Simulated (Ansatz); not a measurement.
## LuInI6: complex band structure

Wanted: the relaxed cell of LuInI6, its band edges and its decay constants. It is built by putting In for part of the Lu in the LuI3 structure of space group P6_3/mmc, with the volume rescaled by atomic radii. The parent structure comes from the Materials Project.

Main program and level: Ansatz 0.2.0; PBEsol DFT, plane waves, PAW files, in the first sound run; inputs show where later runs differ.

Report form: the programs' logs are mostly left out.

The structure was built from a prototype and need not be the compound's stable phase.

## Step 1: The starting structure

The structure is hexagonal, space group P-6m2 (No. 187). The conventional cell has a = 10.863 Å, b = 10.863 Å, c = 3.823 Å, α = 90.00°, β = 90.00°, γ = 120.00°. Nearest to In lie 6 I at 2.92 Å. Nearest to Lu lie 6 I at 2.92 Å. Nearest to I lie 2 In at 2.92 Å. Nearest to I lie 2 Lu at 2.92 Å. It derives from LuI3. In for part of the Lu in the LuI3 structure of space group P6_3/mmc. Farther neighbours and most contacts between anions are not listed.

## Step 2: Relaxing the new crystal

The substituted atoms don't fit the parent's cell, so cell and atoms relax together. A small smearing keeps the run stable in case the gap closes on the way.

input.yaml reads:

```yaml
crystal:
  lattice:
    - [10.8631493273, 0.0, 0.0]
    - [-5.4315746636, 9.4077632825, 0.0]
    - [0.0, 0.0, 3.8230820662]
  atoms:
    - { symbol: In, position: [0.3333333333, 0.6666666667, 0.75] }
    - { symbol: Lu, position: [0.6666666667, 0.3333333333, 0.25] }
    - { symbol: I, position: [0.215680055, 0.43136011, 0.25] }
    - { symbol: I, position: [0.56863989, 0.784319945, 0.25] }
    - { symbol: I, position: [0.215680055, 0.784319945, 0.25] }
    - { symbol: I, position: [0.784319945, 0.56863989, 0.75] }
    - { symbol: I, position: [0.43136011, 0.215680055, 0.75] }
    - { symbol: I, position: [0.784319945, 0.215680055, 0.75] }
kpoints:
  mp_grid: { grid: [4, 4, 6] }
scf:
  occupations: { method: gaussian, width: 0.03 }
hamiltonian:
  xc: pbesol
output:
  forces: true
  stress: true
relax:
  f_tol: 0.02
  max_steps: 60
  cell: {}
```

Started as:

```console
ansatz run input.yaml --threads 2 --pin off --max-ram 4096MiB --backend cpu --events-out ev --progress --plain --runs-dir out
```

Run time: 3.2 min. Hardware: 2 threads of Arm Neoverse V2, shared host; peak memory 0.91 GiB; 6.4 min of CPU time.

The steps of the relaxation:

```tsv
step	energy less that of the first step (eV)	largest force component (eV/Å)	pressure (GPa)	volume (Å³)
1	0.0000	0.4174	0.97	390.71
2	-0.0435	0.2376	-0.36	393.78
3	-0.0536	0.0416	-0.10	393.79
4	-0.0573	0.0196	-0.02	389.71
5	-0.0584	0.0193	-0.02	387.47
6	-0.0605	0.0012	0.01	380.00
7*	-0.0591	0.0012	0.01	380.00
```

Relaxation steps marked * repeat the geometry before them on a plane-wave basis chosen anew for their cell, so energy and pressure can jump there.

The run keeps the 12 symmetry operations that it works with, so distortions that break them were not tested.

```tsv
conventional cell, symmetrised	before	after	change
a (Å)	10.863	10.631	-2.1 %
b (Å)	10.863	10.631	-2.1 %
c (Å)	3.823	3.882	+1.5 %
volume (Å³/atom)	48.84	47.50	-2.7 %
```

The atoms that moved most (Å, as changes of fractional coordinates times the final cell):

```tsv
atom	dx	dy	dz	length
I7	-0.074	-0.043	0.000	0.086
I8	0.074	-0.043	0.000	0.086
I6	0.000	0.086	0.000	0.086
I3	0.000	-0.061	0.000	0.061
I4	0.053	0.031	0.000	0.061
I5	-0.053	0.031	0.000	0.061
```

Final coordinates:

```cif
data_structure
_symmetry_space_group_name_H-M 'P 1'
_symmetry_Int_Tables_number 1
_cell_length_a 10.6312
_cell_length_b 10.6312
_cell_length_c 3.8823
_cell_angle_alpha 90.000
_cell_angle_beta 90.000
_cell_angle_gamma 120.000
_cell_volume 380.00
loop_
_atom_site_label
_atom_site_type_symbol
_atom_site_fract_x
_atom_site_fract_y
_atom_site_fract_z
_atom_site_occupancy
In1 In 0.33333 0.66667 0.75000 1
Lu2 Lu 0.66667 0.33333 0.25000 1
I3 I 0.21236 0.42472 0.25000 1
I4 I 0.57528 0.78764 0.25000 1
I5 I 0.21236 0.78764 0.25000 1
I6 I 0.78898 0.57795 0.75000 1
I7 I 0.42205 0.21102 0.75000 1
I8 I 0.78898 0.21102 0.75000 1
```

Numbers from this step:

| Quantity | Value |
| --- | --- |
| free energy | -64736.8845 eV |
| Fermi energy | 3.882 eV |
| pressure | 0.007231 GPa |

The largest force component on a free atom ends at 0.0012 eV/Å.

## Step 3: The bulk crystal and its band edges

The energy window and the wavevectors of the next steps follow from the band edges, so these are searched first, off the mesh as well.

input.yaml reads:

```yaml
crystal:
  lattice:
    - [10.6311948464, 0.0, 0.0]
    - [-5.3155974232, 9.2068848095, 0.0]
    - [0.0, 0.0, 3.8822914808]
  atoms:
    - { symbol: In, position: [0.3333333333, 0.6666666667, 0.75] }
    - { symbol: Lu, position: [0.6666666667, 0.3333333333, 0.25] }
    - { symbol: I, position: [0.2123586189, 0.4247172378, 0.25] }
    - { symbol: I, position: [0.5752827622, 0.7876413811, 0.25] }
    - { symbol: I, position: [0.2123586189, 0.7876413811, 0.25] }
    - { symbol: I, position: [0.7889753838, 0.5779507677, 0.75] }
    - { symbol: I, position: [0.4220492323, 0.2110246162, 0.75] }
    - { symbol: I, position: [0.7889753838, 0.2110246162, 0.75] }
kpoints:
  mp_grid: { grid: [4, 4, 6] }
  band_path: { path: [VBM, CBM], npoints: 30 }
scf:
  occupations: { method: fixed }
hamiltonian:
  xc: pbesol
output:
  eigenvalues: true
  write_potential: true
  write_density: true
  volumetric_format: npy
  elf: true
```

Wall time 3.4 min (2 threads); peak memory 1.1 GiB; 6.7 min of CPU time.

This step gave:

```yaml
free_energy: -64736.8846 eV
fermi_energy: 3.577 eV
gap_on_the_k_mesh: 0.6099 eV
gap_on_path: 0.6099 eV, by band count; negative where bands overlap
direct_gap_on_path: 0.9382 eV
edge_places_on_path: 0, 0.5395 1/A along the path
```

The electronic bands at the labelled points (eV, zero at the Fermi level (highest filled level under fixed occupations); v1 is the highest filled band, c1 the lowest empty one):

```tsv
point	v4	v3	v2	v1	c1	c2	c3	c4
VBM	-0.98	-0.56	-0.56	0.00	2.00	2.78	3.99	3.99
halfway	-0.90	-0.46	-0.46	-0.07	1.21	3.62	3.62	3.91
CBM	-0.53	-0.53	-0.42	-0.37	0.61	3.30	3.30	3.83
```

Electrostatic potential energy in the ab plane at fractional z = 0.250, with atoms of Lu and I within 0.2 Å of it. With pseudopotentials it is smooth inside the atoms' cores, unlike the true potential.

Ten even steps from '_' (-16 eV) to '@' (10 eV), each cell a mean:
```
@@@@@@@@@@@@@@@@@@@@@@@@@@@@@@@@@@@@@@@@@@@@@@@@@@@@@@@@@@@@
@@@@@@@@@@@@%%######%%@@@@@@@@@@@@%%%%####%%@@@@@@@@@@@@@@@@
@@@@@@@@@@##==::..--##%%@@@@@@%%##==::..--##%%@@@@@@@@@@@@@@
@@@@@@%%**..--++::__**%%@@@@%%++..--++....**%%@@@@@@@@@@@@@@
@@@@%%**..++@@@@--..##@@@@%%++..**@@@@::::##@@@@@@@@@@@@@@@@
@@@@##--..@@@@++..++%%@@%%##::::@@@@++..**@@@@@@@@@@@@@@@@@@
@@@@##::__--::..++%%%%%%%%**..__--::::**@@@@@@@@@@@@@@@@@@@@
@@@@%%++----==##%%%%%%%%%%##==::--++##@@@@@@@@@@@@@@@@@@@@@@
@@@@@@%%%%%%%%@@%%%%%%@@@@%%%%%%%%@@@@@@@@@@@@@@@@@@@@@@@@@@
@@@@@@@@@@@@@@%%%%%%%%@@@@@@@@@@@@@@@@@@@@@@@@@@@@@@@@@@@@@@
@@@@@@@@@@%%##**++**##@@@@@@@@@@@@@@@@@@@@@@@@@@@@@@@@@@@@@@
@@@@@@@@%%++::____::**%%@@@@@@@@@@@@@@@@%%%%%%%%%%%%@@@@@@@@
@@@@@@%%==..++##--__**@@@@@@@@@@@@@@%%%%****++**##%%@@@@@@@@
@@@@%%++..##@@@@--::%%@@@@@@@@@@@@%%**==..__..--**%%%%@@@@@@
@@@@##::..%%##--::**@@@@@@@@@@@@%%**::________::**%%@@@@@@@@
@@@@##--__....--##@@@@@@@@@@@@%%**--__________--##%%@@@@@@@@
@@@@%%**++++##%%@@@@@@@@@@@@@@##++__________::**%%@@@@@@@@@@
@@@@@@%%%%@@@@@@@@@@@@@@@@@@%%##==________--**%%@@@@@@@@@@@@
@@@@@@@@@@@@@@@@@@@@@@@@@@@@%%##**--::--++##%%@@@@@@@@@@@@@@
@@@@@@@@@@@@@@@@@@@@@@@@@@@@@@%%########%%@@@@@@@@@@@@@@@@@@
@@@@@@@@@@@@@@@@@@@@@@@@@@@@@@@@%%%%%%@@@@@@@@@@@@@@@@@@@@@@
@@@@@@@@@@@@@@@@@@@@@@@@@@@@@@@@@@@@@@@@@@@@@@@@@@@@@@@@@@@@
@@@@@@@@@@@@@@@@@@@@@@@@@@@@@@@@@@@@@@@@@@@@@@@@@@@@@@@@@@@@
@@@@@@@@@@@@@@@@@@@@@@@@@@@@@@@@@@@@@@@@@@@@@@@@@@@@@@@@@@@@
```
Columns run along a (10.6 Å; values clipped at the 3rd and 97th percentile), rows up along b (10.6 Å). Atoms in or near the plane, at fractional coordinates: Lu at (0.67, 0.33), I at (0.21, 0.42), I at (0.58, 0.79), I at (0.21, 0.79).

Valence density in the ab plane at fractional z = 0.250, with atoms of Lu and I within 0.2 Å of it. It is the smooth field of the valence electrons, not physical close to the nuclei.

Values in e/Å³, 13 rows by 16 columns, each cell a mean:
```
 0  0  0  0  0  0  0  0  0  0  0  0  0  0  0  0
 0  0  0  1  2  0  0  0  0  2  1  0  0  0  0  0
 0  0  3 13  5  0  0  0  5 13  3  0  0  0  0  0
 0  0  3  4  1  0  0  1  3  3  0  0  0  0  0  0
 0  0  0  0  0  0  0  0  0  0  0  0  0  0  0  0
 0  0  0  0  0  0  0  0  0  0  0  0  0  0  0  0
 0  0  1  4  3  0  0  0  0  0  0  0  0  0  0  0
 0  0  4 14  4  0  0  0  0  0  2  4  1  0  0  0
 0  0  1  2  0  0  0  0  0  2 25 15  1  0  0  0
 0  0  0  0  0  0  0  0  0  2  6  1  0  0  0  0
 0  0  0  0  0  0  0  0  0  0  0  0  0  0  0  0
 0  0  0  0  0  0  0  0  0  0  0  0  0  0  0  0
 0  0  0  0  0  0  0  0  0  0  0  0  0  0  0  0
```
Columns run along a (10.6 Å), rows up along b (10.6 Å). Atoms in or near the plane, at fractional coordinates: Lu at (0.67, 0.33), I at (0.21, 0.42), I at (0.58, 0.79), I at (0.21, 0.79).

ELF in the ab plane at fractional z = 0.250, with atoms of Lu and I within 0.2 Å of it. It is the smooth field of the valence electrons, not physical close to the nuclei.

Values, 13 rows by 16 columns, each cell a mean:
```
0.00 0.05 0.25 0.51 0.66 0.68 0.40 0.05 0.22 0.58 0.68 0.63 0.38 0.10 0.01 0.00
0.05 0.41 0.71 0.66 0.64 0.74 0.37 0.20 0.69 0.65 0.66 0.75 0.54 0.10 0.00 0.00
0.24 0.72 0.57 0.31 0.43 0.56 0.17 0.53 0.45 0.31 0.56 0.73 0.28 0.01 0.00 0.01
0.44 0.77 0.57 0.46 0.54 0.22 0.26 0.60 0.49 0.56 0.74 0.34 0.03 0.01 0.01 0.02
0.41 0.75 0.63 0.39 0.17 0.10 0.18 0.52 0.71 0.66 0.24 0.03 0.04 0.05 0.03 0.02
0.11 0.17 0.17 0.37 0.50 0.46 0.17 0.10 0.18 0.07 0.03 0.08 0.11 0.09 0.04 0.02
0.05 0.39 0.66 0.48 0.49 0.70 0.46 0.04 0.01 0.02 0.05 0.09 0.09 0.06 0.02 0.01
0.32 0.77 0.52 0.31 0.54 0.75 0.27 0.02 0.02 0.06 0.40 0.60 0.30 0.02 0.02 0.01
0.46 0.77 0.64 0.65 0.71 0.28 0.03 0.06 0.06 0.46 0.84 0.81 0.26 0.06 0.04 0.02
0.33 0.68 0.69 0.52 0.15 0.02 0.06 0.12 0.09 0.51 0.66 0.29 0.11 0.09 0.04 0.02
0.09 0.24 0.17 0.03 0.01 0.04 0.08 0.11 0.05 0.06 0.06 0.10 0.09 0.05 0.02 0.01
0.01 0.01 0.00 0.00 0.01 0.03 0.04 0.04 0.02 0.02 0.04 0.05 0.03 0.01 0.00 0.00
0.00 0.00 0.00 0.02 0.04 0.05 0.04 0.01 0.01 0.02 0.05 0.05 0.03 0.01 0.00 0.00
```
Columns run along a (10.6 Å), rows up along b (10.6 Å). Atoms in or near the plane, at fractional coordinates: Lu at (0.67, 0.33), I at (0.21, 0.42), I at (0.58, 0.79), I at (0.21, 0.79).

The searched edges give 0.610 eV, as on the mesh.

## Step 4: Decaying states in the gap

This step: PBEsol DFT, plane waves, PAW files; complex bands by layer matching along the plane's normal (Ansatz 0.2.0).

The same crystal is laid in a cell whose first two vectors span the (100) plane (indices of the standard conventional cell, whose axes can be ordered otherwise than in the bulk input). At fixed energy and wavevector in the plane the solver finds all kz, real and complex. A few wavevectors are listed, (0, 0) and (0, -0.5) in units of the plane's reciprocal vectors; the slowest state needn't be among them.

input.yaml reads:

```yaml
crystal:
  lattice:
    - [10.631194846, 0.0, 0.0]
    - [0.0, 3.882291481, 0.0]
    - [5.315597423, 0.0, 9.20688481]
  atoms:
    - { symbol: In, position: [0.3333333333, 0.75, 0.3333333333] }
    - { symbol: Lu, position: [0.6666666667, 0.25, 0.6666666667] }
    - { symbol: I, position: [0.2123586189, 0.25, 0.2123586189] }
    - { symbol: I, position: [0.2123586189, 0.25, 0.5752827622] }
    - { symbol: I, position: [0.5752827622, 0.25, 0.2123586189] }
    - { symbol: I, position: [0.7889753838, 0.75, 0.7889753838] }
    - { symbol: I, position: [0.7889753838, 0.75, 0.4220492323] }
    - { symbol: I, position: [0.4220492323, 0.75, 0.7889753838] }
kpoints:
  mp_grid: { grid: [4, 6, 4] }
scf:
  occupations: { method: fixed }
hamiltonian:
  xc: pbesol
output:
  eigenvalues: true
  transmission:
    leads: [[0, 0]]
    kpoints: [[0.0, 0.0], [0.0, -0.5]]
    e_range: [-1.0, 1.61]
    de: 0.07
```

Wall time 2.6 min (2 threads); peak memory 1.5 GiB; 4.6 min of CPU time.

Numbers from this step:

| Quantity | Value |
| --- | --- |
| level to which the leads are filled | 0.3049 eV from the Fermi level |
| decay constant at the filling level, zone centre | 0.2201 Å⁻¹ |
| decay constant at the filling level, slowest listed point | 0.2201 Å⁻¹ |

K parallel (0, 0); values up to 1.5 1/Å, a degenerate pair printed once or twice; energies at which all values exceed this have no row. Table of Im kz of the slowest decaying states by energy, zero at the highest filled level on the SCF mesh:

```tsv
energy (eV)	decay 1 (Å⁻¹)	decay 2 (Å⁻¹)	decay 3 (Å⁻¹)	decay 4 (Å⁻¹)
-1.00	0.174	0.229	0.302	0.398
-0.86	0.0336	0.211	0.371	0.515
-0.72	0.0710	0.119	0.408	0.420
-0.58	0.0445	0.117	0.143	0.401
-0.51	0.0429	0.178	0.213	0.360
-0.37	0.105	0.223	0.310	0.460
-0.23	0.243	0.253	0.369	0.472
-0.09	0.275	0.320	0.412	0.481
-0.02	0.284	0.297	0.430	0.485
0.05	0.0971	0.291	0.398	0.447
0.19	0.173	0.303	0.475	0.494
0.26	0.198	0.308	0.487	0.495
0.40	0.239	0.315	0.498	0.509
0.54	0.271	0.318	0.499	0.502
0.68	0.298	0.319	0.488	0.499
0.82	0.316	0.321	0.473	0.498
0.96	0.308	0.341	0.456	0.495
1.10	0.294	0.358	0.437	0.491
1.17	0.283	0.366	0.427	0.488
1.31	0.248	0.380	0.406	0.481
1.45	0.168	0.384	0.393	0.473
1.59	0.361	0.405	0.463	0.614
```

K parallel (0, -0.5); values up to 1.5 1/Å, a degenerate pair printed once or twice; energies at which all values exceed this have no row. The Im kz of the slowest decaying states by energy, zero at the highest filled level on the SCF mesh:

```tsv
energy (eV)	decay 1 (Å⁻¹)	decay 2 (Å⁻¹)	decay 3 (Å⁻¹)	decay 4 (Å⁻¹)
-1.00	0.254	0.275	0.359	0.511
-0.93	0.208	0.281	0.364	0.487
-0.79	0.281	0.344	0.354	0.437
-0.72	0.0909	0.166	0.275	0.336
-0.58	0.224	0.230	0.237	0.249
-0.51	0.220	0.251	0.263	0.600
-0.37	0.0833	0.283	0.355	0.608
-0.30	0.0334	0.256	0.293	0.402
-0.16	0.265	0.303	0.387	0.459
-0.09	0.305	0.308	0.437	0.477
-0.02	0.304	0.341	0.491	0.498
0.05	0.301	0.369	0.502	0.534
0.12	0.296	0.392	0.510	0.544
0.26	0.277	0.431	0.522	0.559
0.33	0.262	0.448	0.525	0.565
0.47	0.211	0.478	0.529	0.574
0.54	0.162	0.492	0.530	0.578
0.68	0.517	0.530	0.583	0.590
0.75	0.143	0.528	0.529	0.585
0.89	0.256	0.526	0.550	0.581
0.96	0.288	0.524	0.560	0.578
1.10	0.334	0.519	0.572	0.581
1.17	0.351	0.516	0.568	0.590
1.31	0.38	0.509	0.561	0.589
1.38	0.392	0.505	0.558	0.588
1.52	0.412	0.497	0.550	0.585
1.59	0.420	0.492	0.546	0.583
```

At the listed wavevectors the last open channel is at -0.02 eV and the next at +0.61 eV on the grid. At +0.33 eV, the grid energy nearest the filling level (the middle of the gap on the SCF mesh), the slowest state at the listed wavevectors decays with κ = 0.220 Å⁻¹, its amplitude falling by e over 4.5 Å. Through 1 nm of this crystal that state's transmission falls by exp(−2 × 0.220 Å⁻¹ × 10 Å) = 0.012.

## Step 5: Decay over the two-dimensional zone

The listed points could miss the slowest state, so one energy near mid-gap is solved on a mesh of 4×12.

Edit input.yaml of step 4 so:

```diff
@@ -22,6 +22,2 @@
   eigenvalues: true
-  transmission:
-    leads: [[0, 0]]
-    kpoints: [[0.0, 0.0], [0.0, -0.5]]
-    e_range: [-1.0, 1.61]
-    de: 0.07
+  transmission: { leads: [[0, 0]], kmesh: [4, 12], e_range: [0.3, 0.31], de: 0.05 }
```

The job ended after 4.1 min (2 threads; peak memory 2.1 GiB; 8 min of CPU time).

This step gave:

```
least decay constant on the mesh : 0.2111 Å⁻¹
```

Slowest decay constant (1/Å; 0 where a channel is open) over k1 and k2. At 0.3000 eV from the Fermi level.

Ten even steps from '_' (0.211) to '@' (0.468):
```
%%**==**
@@##++##
@@--..--
%%::__::
##::__::
##..__..
##::__::
%%::__::
@@--..--
@@##++##
%%**==**
##==::==
```
Columns: k1 (b1) from -0.5 to 0.25; rows upwards: k2 (b2) from -0.5 to 0.417.

The least value on the mesh is 0.211 Å⁻¹ at +0.30 eV. At that energy the listed points give about 0.211 Å⁻¹ by interpolation, so the mesh holds no clearly slower state.

## Step 6: Band edges at another level

This step: PBEsol DFT, plane waves, JTH PAW files (Ansatz 0.2.0).

The edges again with JTH files, at the same atoms.

input.yaml reads:

```yaml
crystal:
  lattice:
    - [10.6311948464, 0.0, 0.0]
    - [-5.3155974232, 9.2068848095, 0.0]
    - [0.0, 0.0, 3.8822914808]
  atoms:
    - { symbol: In, position: [0.3333333333, 0.6666666667, 0.75] }
    - { symbol: Lu, position: [0.6666666667, 0.3333333333, 0.25] }
    - { symbol: I, position: [0.2123586189, 0.4247172378, 0.25] }
    - { symbol: I, position: [0.5752827622, 0.7876413811, 0.25] }
    - { symbol: I, position: [0.2123586189, 0.7876413811, 0.25] }
    - { symbol: I, position: [0.7889753838, 0.5779507677, 0.75] }
    - { symbol: I, position: [0.4220492323, 0.2110246162, 0.75] }
    - { symbol: I, position: [0.7889753838, 0.2110246162, 0.75] }
kpoints:
  mp_grid: { grid: [4, 4, 6] }
  band_path: { path: [VBM, CBM], npoints: 30 }
scf:
  occupations: { method: fixed }
hamiltonian:
  xc: pbesol
  pseudopotentials: { kind: paw, source: jth }
output:
  eigenvalues: true
```

Run time: 0.03 s. Hardware: 2 threads; peak memory 0.037 GiB.

The input was rejected at the start.

The program's message: “Error: inconsistent input (hamiltonian.pseudopotentials.source, hamiltonian.xc, hamiltonian.pseudopotentials.xc_functional): this build's library has no table of `source: jth` for `kind: paw` and the …”

## Step 7: What came out

```yaml
band_gap: 0.610 eV
least_decay_constant_at_mid_gap_normal_to_100: 0.220 Å⁻¹
least_decay_constant_on_a_mesh_normal_to_100: 0.211 Å⁻¹
```

What this shows: With PBEsol, the slowest decay at the wavevectors tried is κ = 0.220 Å⁻¹, normal to (100). Through such a film the transmission near mid-gap falls as exp(−2κd), a factor of ten every 5.2 Å. A free electron under a barrier of half the gap would need a mass of 0.61 mₑ to decay at this rate. The compound is made up by substitution; its stability against other phases and against distortions of the cell's symmetry was not tested. A semilocal functional narrows gaps, while spin-orbit coupling, left out here, narrows them in compounds of heavy elements, so the error in κ can go either way.

[Logs are printed without paths, hosts, clocks, repeated set-up lines and the standing remarks that a program may print on its own settings, such as how far it seeks lower states.]

[Hosts, paths, dates, database ids (printed as entryN), source tags and the programs' standing remarks are cut or masked in the printed files.]
